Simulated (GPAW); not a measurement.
SnO2 (Pnnm), O K edge of atom 3, with 3 Sn at 2.09 Å (distorted trigonal planar, site symmetry m). Method: GPAW, LDA, full core hole (charged cell), 12-atom cell with 5.8 Å between holes, 5×5×5 k points, dipole transitions, Gaussian full width 0.9 eV up to 4 eV, rising linearly to 3.5 eV at 25 eV.

```xyz
6
Lattice="4.7880 0.0000 0.0000 0.0000 4.8666 0.0000 0.0000 0.0000 3.2409" Properties=species:S:1:pos:R:3 pbc="T T T"
Sn    0.0000    0.0000    0.0000
Sn    2.3940    2.4333    1.6204
O     3.3906    3.3042    0.0000
O     0.9966    3.9957    1.6204
O     3.7914    0.8709    1.6204
O     1.3974    1.5624    0.0000
```

Energy from the lowest empty level; a common scale on which the isotropic spectrum has a mean of 1 over the first 20 eV.

```csv
E (eV),curve 1,curve 2,curve 3
-2.00,0.00,0.00,0.00
-1.25,0.00,0.00,0.00
-0.50,0.00,0.00,0.00
0.25,0.01,0.01,0.01
1.00,0.08,0.06,0.07
1.75,0.36,0.24,0.26
2.50,0.96,0.70,0.69
3.25,2.20,1.41,1.39
4.00,3.84,1.56,1.46
4.75,2.36,0.99,0.98
5.50,0.78,0.52,0.53
6.25,0.67,0.59,0.61
7.00,1.62,1.07,1.10
7.75,1.98,1.51,1.50
8.50,2.37,1.98,1.95
9.25,2.51,2.85,2.82
10.00,1.56,2.84,2.77
10.75,1.03,2.19,2.15
11.50,0.92,1.54,1.55
12.25,0.66,0.90,0.97
13.00,0.40,0.50,0.58
13.75,0.24,0.39,0.42
14.50,0.18,0.35,0.35
15.25,0.24,0.35,0.35
16.00,0.36,0.40,0.38
16.75,0.47,0.52,0.44
17.50,0.54,0.65,0.52
18.25,0.55,0.73,0.60
19.00,0.55,0.73,0.64
19.75,0.56,0.70,0.65
20.50,0.59,0.68,0.68
21.25,0.65,0.68,0.75
22.00,0.75,0.69,0.82
22.75,0.89,0.69,0.85
23.50,1.08,0.69,0.85
24.25,1.28,0.73,0.87
25.00,1.45,0.80,0.92
25.75,1.54,0.87,0.96
26.50,1.50,0.92,0.97
27.25,1.36,0.96,0.94
28.00,1.19,1.00,0.90
28.75,1.10,1.08,0.91
29.50,1.12,1.20,1.00
30.25,1.20,1.31,1.15
31.00,1.26,1.37,1.31
31.75,1.21,1.37,1.40
```

The curves are for the electric vector along different Cartesian axes of the cell as given, averaged over the symmetry-equivalent atoms. Which is which?

Curve 1: along z, main maxima 4.0 eV (3.84) and 9.0 eV (2.61). Curve 2: along y, main maxima 4.0 eV (1.56), 9.6 eV (2.99) and 18.6 eV (0.74). Curve 3: along x, main maxima 3.9 eV (1.47) and 9.6 eV (2.95). A K edge sees empty p states on the absorber. Each direction probes the empty orbitals that point along it. The holes are only 5.8 Å apart, so the shape is probably not converged with cell size; no larger cell was run here. The mesh is coarse (0.27 Å⁻¹ between points), so small maxima may be mesh ripples.

[Banner, clock and machine lines of the logs are left out without a mark of their own.]

[Logs are printed without paths, hosts, clocks, repeated set-up lines and the standing remarks that a program may print on its own settings, such as how far it seeks lower states.]

[Hosts, paths, dates, database ids (printed as entryN), source tags and the programs' standing remarks are cut or masked in the printed files.]

[Lists of maxima count a maximum above −3 eV only where it reaches 4 % of the highest in the window and stands out from its surroundings by 2 % of it (1.5 % where it reaches 55 %); shoulders and weaker maxima are passed over, and of the rest the first, up to two pre-edge ones and the few strongest are named.]
